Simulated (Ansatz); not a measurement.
# What KTaTe3 (built on the sites of a database entry of KTaO3) distorts into, part 2 of 2

Wanted: the energy along a soft mode of KTaTe3 (built on the sites of a database entry of KTaO3) and the structure at the end.

Ansatz 0.2.0; DFT PBEsol, scalar-relativistic, plane waves, PAW.

So far, highest frequency on the path or at a solved wavevector (cm⁻¹): step 2 (response at finite wavevector) 209. Also lowest frequency on the path (cm⁻¹): step 2 -32.5.

The structure was built from a prototype and need not be the compound's stable phase.

## Step 5: Energy along the mode, all amplitudes (two of the runs are shown above)

An imaginary frequency means negative curvature, so the energy should fall and then rise again as anharmonic terms take over.

Numbers from this step:

```
depth at the lowest point sampled  : 31.37 meV/atom
largest atomic shift at that point : 0.6 Å
```

Table of energy from the parent by largest atomic shift:

| largest atomic shift (Å) | energy from the parent (meV/atom) |
| --- | --- |
| 0.000 | 0 |
| 0.040 | -0.167 |
| 0.080 | -0.669 |
| 0.140 | -2.07 |
| 0.220 | -5.29 |
| 0.320 | -11.9 |
| 0.450 | -23.0 |
| 0.600 | -31.4 |

Displacement at unit largest shift by atom:

| atom | x (Å) | y (Å) | z (Å) | size |
| --- | --- | --- | --- | --- |
| K1 | 0.000 | 0.000 | 0.000 | 0.000 |
| K2 | 0.000 | 0.000 | 0.000 | 0.000 |
| Ta3 | 0.000 | 0.000 | 0.000 | 0.000 |
| Ta4 | 0.000 | 0.000 | 0.000 | 0.000 |
| Te5 | 0.000 | 0.000 | 0.707 | 0.707 |
| Te6 | 0.000 | 0.000 | -0.707 | 0.707 |
| Te7 | 0.000 | 0.000 | -0.707 | 0.707 |
| Te8 | 0.000 | 0.000 | 0.707 | 0.707 |
| Te9 | -0.707 | 0.707 | 0.000 | 1.000 |
| Te10 | 0.707 | -0.707 | 0.000 | 1.000 |

The lowest of the steps tried is the last one, at 0.6 Å, 31.4 meV/atom below the parent; the bottom of the well need not coincide with a step.

## Step 6: Relaxing from the distorted cell

Starting from the lowest point found, all atoms and the cell are let go, so that strain and other modes of the same symmetry can join in.

The input, input.yaml:

```yaml
crystal:
  lattice:
    - [5.4478105987, 5.4478105987, 0.0]
    - [5.4478105987, 0.0, 5.4478105987]
    - [5.4478105987, 0.0, -5.4478105987]
  atoms:
    - { symbol: K, position: [0.5, 0.25, 0.75] }
    - { symbol: K, position: [0.5, 0.75, 0.25] }
    - { symbol: Ta, position: [0.0, 0.0, 0.0] }
    - { symbol: Ta, position: [0.0, 0.5, 0.5] }
    - { symbol: Te, position: [0.0, 0.2889389518, 0.2110610482] }
    - { symbol: Te, position: [0.0, 0.7110610482, 0.7889389518] }
    - { symbol: Te, position: [0.5, 0.7110610482, 0.7889389518] }
    - { symbol: Te, position: [0.5, 0.2889389518, 0.2110610482] }
    - { symbol: Te, position: [0.0778779036, 0.1721220964, 0.6721220964] }
    - { symbol: Te, position: [-0.0778779036, 0.8278779036, 0.3278779036] }
kpoints:
  mp_grid: { grid: [8, 8, 8] }
hamiltonian:
  xc: pbesol
scf:
  occupations: { method: methfessel_paxton, width: 0.2 }
output:
  forces: true
  stress: true
  eigenvalues: true
relax:
  adjacent_minimum: "off"
  f_tol: 0.002
  max_steps: 120
  cell: { stress_tol: 0.03 }
```

Command:

```sh
$ ansatz run input.yaml --threads 8 --pin off --max-ram 14336MiB --backend cpu --events-out ev --progress --plain --runs-dir out
```

Numbers of over 12 decimals in the logs are rounded to 6 here.

Output:

```text
[...]
Crystal: 10 atoms, lattice volume = 323.367 Å³
Basis set: ecut = 420 eV, 6303 PW (Γ), exchange–correlation on 108×108×108 points (8 copies of the dense FFT grid, shifted against one another)
Bands: 84, of which v1, the nominal top of the filled ones, is band 70 counted from 1 (69 counted from 0)
Symmetry: 8 space group operations
[...]
k-points: 95 of 512
[...]
SCF iter   1: F=—  HF=-64057.463776 eV  |F-HF|=—  |Δ(HF+E_count)|=         —  Δρ=3.07e-3  dr2=4.13e-2  ethr=1.77e-3  ⟨swp⟩=6.8  Hψ=33281  notcnv=0
[...]
SCF iter   7: F=-64057.456542 eV  HF=-64057.456542 eV  |F-HF|=6.37e-9  |Δ(HF+E_count)|=   1.99e-7  S|Δr|=    0.00e0  Δρ=2.40e-6  dr2=1.38e-8  ethr=7.14e-11  ⟨swp⟩=10.2  Hψ=40096  notcnv=0
SCF 1 converged in 7 iterations: F = -64057.456542 eV  dr2 = 1.38e-8
[...]
relax step   1: F+E_penalty+E_count = -64057.45654182 eV  Δ(F+E_penalty+E_count) = +0.000e0 eV  max|allowed force component| = 1.367e-1 eV/Å  Δτ_max = 0.0000 Å  P = -1.445 GPa  Ω = 323.367 Å³  (7 SCF iters, dr2 threshold 1.00e-7 eV, accepted)
Crystal: 10 atoms, lattice volume = 310.044 Å³
Basis set: ecut = 420 eV, 6077 PW (Γ), exchange–correlation on 108×108×108 points (8 copies of the dense FFT grid, shifted against one another)
[...]
SCF iter   6: F=-64057.576948 eV  HF=-64057.576948 eV  |F-HF|=8.04e-8  |Δ(HF+E_count)|=   1.75e-6  S|Δr|=    0.00e0  Δρ=8.42e-6  dr2=1.46e-7  ethr=7.14e-10  ⟨swp⟩=7.2  Hψ=38714  notcnv=0
SCF 2 converged in 6 iterations: F = -64057.576948 eV  dr2 = 1.46e-7
relax step   2: F+E_penalty+E_count = -64057.57694848 eV  Δ(F+E_penalty+E_count) = -1.204e-1 eV  max|allowed force component| = 1.837e-1 eV/Å  Δτ_max = 0.0424 Å  P = +0.479 GPa  Ω = 310.044 Å³  energy of the carried Pulay correction = +1.917e-3 eV  (6 SCF iters, dr2 threshold 1.00e-6 eV, accepted)
Crystal: 10 atoms, lattice volume = 306.751 Å³
Basis set: ecut = 420 eV, 6001 PW (Γ), exchange–correlation on 108×108×108 points (8 copies of the dense FFT grid, shifted against one another)
[...]
SCF iter   7: F=-64057.616410 eV  HF=-64057.616410 eV  |F-HF|=3.49e-10  |Δ(HF+E_count)|=   4.23e-8  S|Δr|=    0.00e0  Δρ=4.32e-6  dr2=4.85e-8  ethr=7.14e-10  ⟨swp⟩=4.6  Hψ=24155  notcnv=0
SCF 3 converged in 7 iterations: F = -64057.616410 eV  dr2 = 4.85e-8
relax step   3: F+E_penalty+E_count = -64057.61641005 eV  Δ(F+E_penalty+E_count) = -3.946e-2 eV  max|allowed force component| = 1.268e-1 eV/Å  Δτ_max = 0.1519 Å  P = +0.307 GPa  Ω = 306.751 Å³  energy of the carried Pulay correction = +2.404e-3 eV  (7 SCF iters, dr2 threshold 1.00e-6 eV, accepted)
[...]
relax step   4: F+E_penalty+E_count = -64057.63433284 eV  Δ(F+E_penalty+E_count) = -1.792e-2 eV  max|allowed force component| = 4.672e-2 eV/Å  Δτ_max = 0.0712 Å  P = -0.064 GPa  Ω = 307.559 Å³  energy of the carried Pulay correction = +2.284e-3 eV  (6 SCF iters, dr2 threshold 1.00e-6 eV, accepted)
[...]
relax step   5: F+E_penalty+E_count = -64057.63699611 eV  Δ(F+E_penalty+E_count) = -2.663e-3 eV  max|allowed force component| = 5.106e-3 eV/Å  Δτ_max = 0.0238 Å  P = +0.004 GPa  Ω = 307.768 Å³  energy of the carried Pulay correction = +2.253e-3 eV  (6 SCF iters, dr2 threshold 1.36e-7 eV, accepted)
[...]
relax step   6: F+E_penalty+E_count = -64057.63746657 eV  Δ(F+E_penalty+E_count) = -4.705e-4 eV  max|allowed force component| = 2.092e-3 eV/Å  Δτ_max = 0.0083 Å  P = +0.010 GPa  Ω = 307.572 Å³  energy of the carried Pulay correction = +2.282e-3 eV  (6 SCF iters, dr2 threshold 1.42e-8 eV, accepted)
[...]
relax step   7: F+E_penalty+E_count = -64057.63766239 eV  Δ(F+E_penalty+E_count) = -1.958e-4 eV  max|allowed force component| = 6.884e-4 eV/Å  Δτ_max = 0.0034 Å  P = -0.013 GPa  Ω = 307.523 Å³  energy of the carried Pulay correction = +2.289e-3 eV  (7 SCF iters, dr2 threshold 5.05e-9 eV, accepted)
Basis set: ecut = 420 eV, 6025 PW (Γ), exchange–correlation on 100×108×108 points (8 copies of the dense FFT grid, shifted against one another)
[...]
SCF iter   7: F=-64057.635862 eV  HF=-64057.635862 eV  |F-HF|=1.46e-11  |Δ(HF+E_count)|=  3.64e-11  S|Δr|=    0.00e0  Δρ=2.12e-8  dr2=1.99e-12  ethr=1.00e-12  ⟨swp⟩=7.1  Hψ=30768  notcnv=0
SCF 8 converged in 7 iterations: F = -64057.635862 eV  dr2 = 1.99e-12
relax step   8: F+E_penalty+E_count = -64057.63586212 eV  Δ(F+E_penalty+E_count) = +1.800e-3 eV  max|allowed force component| = 6.983e-4 eV/Å  Δτ_max = 0.0000 Å  P = -0.017 GPa  Ω = 307.523 Å³  stress off target by 2.68e-2 GPa  SCF on the basis re-selected at this cell (its energy is not comparable with the rows above)  (7 SCF iters)
basis re-selected at this cell: Δ(F+E_penalty+E_count) = +1.800e-3 eV, ΔP = -0.004 GPa vs the last step (what re-selecting the basis moved, of the pressure what is left beyond the Pulay correction that the steps carried, after the strain that the cell walked since its last selection, with what the two solves' SCF thresholds leave and, on support functions, any second-order correction that the steps lacked; it is no measure of the basis error at this ecutwfc). The dense FFT grid was sized anew with the basis: this SCF ran on 50×54×54 points, the steps before it on 54×54×54, so part of this shift can come from that change (see relax.cell in the input reference). [rest of the remark cut]
SCF converged after 7 iterations
[...]
Free energy (F): -64057.635862 eV
[...]
Internal energy: -64057.642188 eV  (E = F + TS)
E sigma→0 (E₀):  -64057.637444 eV
Entropy (-TS):   0.006326 eV (0.633 meV/atom)
Fermi energy:    8.823578 eV
[...]
--- Forces (eV/Å), atoms counted from 1 ---
  atom   1  K      0.00069831    -0.00069831     0.00000000
  atom   2  K     -0.00069831     0.00069831     0.00000000
  atom   3  Ta     0.00000000     0.00000000     0.00000000
  atom   4  Ta     0.00000000     0.00000000     0.00000000
  atom   5  Te    -0.00000000     0.00000000    -0.00042911
  atom   6  Te    -0.00000000     0.00000000     0.00042911
  atom   7  Te     0.00000000     0.00000000     0.00042911
  atom   8  Te     0.00000000     0.00000000    -0.00042911
  atom   9  Te    -0.00014202     0.00014202     0.00000000
  atom  10  Te     0.00014202    -0.00014202     0.00000000
  max |Σ_I F_I| component: 7.59e-19 eV/Å
--- Stress (GPa, compression-positive) ---
       -0.017066      -0.009691       0.000000
       -0.009691      -0.017066       0.000000
        0.000000       0.000000      -0.016042
  P = ⅓ Tr σ = -0.0167 GPa (-0.167 kbar)
--- Band table (eV; the first three rows and the last of 95) ---
  k-point 0: bands = [... 66 lower, 8.1400, 8.1687, 8.2266, 8.4288, 8.8322, 9.0869, 9.3985, 9.4402, ... 10 higher]
  k-point 1: bands = [... 66 lower, 8.2167, 8.2384, 8.4622, 8.5915, 8.7965, 8.9653, 9.3219, 9.6542, ... 10 higher]
  k-point 2: bands = [... 66 lower, 8.1469, 8.3184, 8.6288, 8.7971, 8.9297, 8.9538, 9.2048, 9.8877, ... 10 higher]
  k-point 94: bands = [... 66 lower, 7.4111, 7.4111, 8.0257, 8.0257, 9.4775, 9.4775, 9.6547, 9.6547, ... 10 higher]
--- Relaxed structure (7 steps of the walk, 7 accepted, 1 SCFs on fresh bases) ---
  F+E_penalty+E_count = -64057.63586212 eV   max|allowed force component| = 6.983e-4 eV/Å   (the final SCF, on the basis selected at the relaxed cell)
  cell:  # Å, volume = 307.5226 Å³
    - [5.189431, 5.189431, 0.0]
    - [5.403905, -0.214475, 5.273709]
    - [5.403905, -0.214475, -5.273709]
  atoms:
    - { symbol: K, position: [0.506811, 0.243189, 0.743189] }
    - { symbol: K, position: [0.493189, 0.756811, 0.256811] }
    - { symbol: Ta, position: [1.1741951563424158e-19, -3.224061276736846e-19, 1.8707516050201259e-19] }
    - { symbol: Ta, position: [0.0, 0.5, 0.5] }
    - { symbol: Te, position: [0.0, 0.304663, 0.195337] }
    - { symbol: Te, position: [0.0, 0.695337, 0.804663] }
    - { symbol: Te, position: [0.500000, 0.695337, 0.804663] }
    - { symbol: Te, position: [0.500000, 0.304663, 0.195337] }
    - { symbol: Te, position: [0.086890, 0.163110, 0.663110] }
    - { symbol: Te, position: [-0.086890, 0.836890, 0.336890] }
```

Wall time 3.1 min (8 threads of Arm Neoverse V1, shared host); peak memory 2.6 GiB; 25 min of CPU time.

Relaxation path:

| step | energy less that of the first step (eV) | largest force component (eV/Å) | pressure (GPa) | volume (Å³) |
| --- | --- | --- | --- | --- |
| 1 | 0.0000 | 0.1367 | -1.44 | 323.37 |
| 2 | -0.1204 | 0.1837 | 0.48 | 310.04 |
| 3 | -0.1599 | 0.1268 | 0.31 | 306.75 |
| 4 | -0.1778 | 0.0467 | -0.06 | 307.56 |
| 5 | -0.1805 | 0.0051 | 0.00 | 307.77 |
| 6 | -0.1809 | 0.0021 | 0.01 | 307.57 |
| 7 | -0.1811 | 0.0007 | -0.01 | 307.52 |
| 8* | -0.1793 | 0.0007 | -0.02 | 307.52 |

Relaxation steps marked * repeat the geometry before them on a plane-wave basis chosen anew for their cell, so energy and pressure can jump there.

Forces are held to the 8 operations that the run works with; a distortion that breaks them can't arise in this run.

| conventional cell, symmetrised | before | after | change |
| --- | --- | --- | --- |
| a (Å) | 7.704 | 7.339 | -4.7 % |
| b (Å) | 10.896 | 10.547 | -3.2 % |
| c (Å) | 7.704 | 7.946 | +3.1 % |
| volume (Å³/atom) | 32.34 | 30.75 | -4.9 % |

The atoms that moved most (Å, as changes of fractional coordinates times the final cell):

| atom | dx | dy | dz | length |
| --- | --- | --- | --- | --- |
| Te8 | 0.000 | 0.000 | 0.166 | 0.166 |
| Te6 | 0.000 | 0.000 | -0.166 | 0.166 |
| Te7 | 0.000 | 0.000 | -0.166 | 0.166 |
| Te5 | 0.000 | 0.000 | 0.166 | 0.166 |
| Te9 | -0.051 | 0.051 | 0.000 | 0.072 |
| Te10 | 0.051 | -0.051 | 0.000 | 0.072 |
| K1 | -0.038 | 0.038 | 0.000 | 0.054 |
| K2 | 0.038 | -0.038 | 0.000 | 0.054 |

Final coordinates:

```
K Ta Te
1.0
     5.18943    5.18943    0.00000
     5.40391   -0.21447    5.27371
     5.40391   -0.21447   -5.27371
K Ta Te
2 2 6
Direct
  0.50681 0.24319 0.74319
  0.49319 0.75681 0.25681
  0.00000 0.00000 0.00000
  0.00000 0.50000 0.50000
  0.00000 0.30466 0.19534
  0.00000 0.69534 0.80466
  0.50000 0.69534 0.80466
  0.50000 0.30466 0.19534
  0.08689 0.16311 0.66311
  0.91311 0.83689 0.33689
```

Numbers from this step:

```yaml
pressure: -0.01673 GPa
volume_per_atom: 30.75 Å³
```

The distorted start has space group Imma; the relaxation ends in Imma.

## Step 7: Results

```yaml
unstable_mode_of_the_parent: q = (-0.5, -0.5, -0.5), 32i cm⁻¹
depth_at_the_lowest_point_sampled: 31.4 meV/atom
largest_atomic_shift_at_that_point: 0.6 Å
space_group_reached_within_0p01_a: Imma
energy_gained_over_the_parent_first_relaxation_on_the_mesh_of_the_frozen_mode: 49.2 meV/atom
volume_per_atom_phase_reached: 30.8 Å³
```

**Reading.** Along this mode the structure falls into Imma, 49.2 meV/atom below the parent. At the parent's cell the well is 31.37 meV/atom deep on the steps tried, with its lowest point at a shift of 0.6 Å. That is the last step tried, so the steps alone don't bracket the bottom of the well. Relaxing atoms and cell changes the gain by +17.84 meV/atom against the lowest step (energies at zero smearing). The modes of the phase reached were not computed on this path. Of the 4 patterns followed to their end from this parent, this one ends 25.3 meV/atom above the lowest, I4/mcm. Each path keeps the symmetry of its pattern, so a lower phase may lie along a pattern not tried. With no gap, or one that is small against the smearing, the frequencies hang on the k mesh and the smearing, most of all near Kohn anomalies. Spin-orbit coupling is left out, which can matter for the heavy elements here. The starting cell was built on a prototype and not taken from a measurement, so the phase need not exist.

[Logs are printed without paths, hosts, clocks, repeated set-up lines and the standing remarks that a program may print on its own settings, such as how far it seeks lower states.]

[Hosts, paths, dates, database ids (printed as entryN), source tags and the programs' standing remarks are cut or masked in the printed files.]
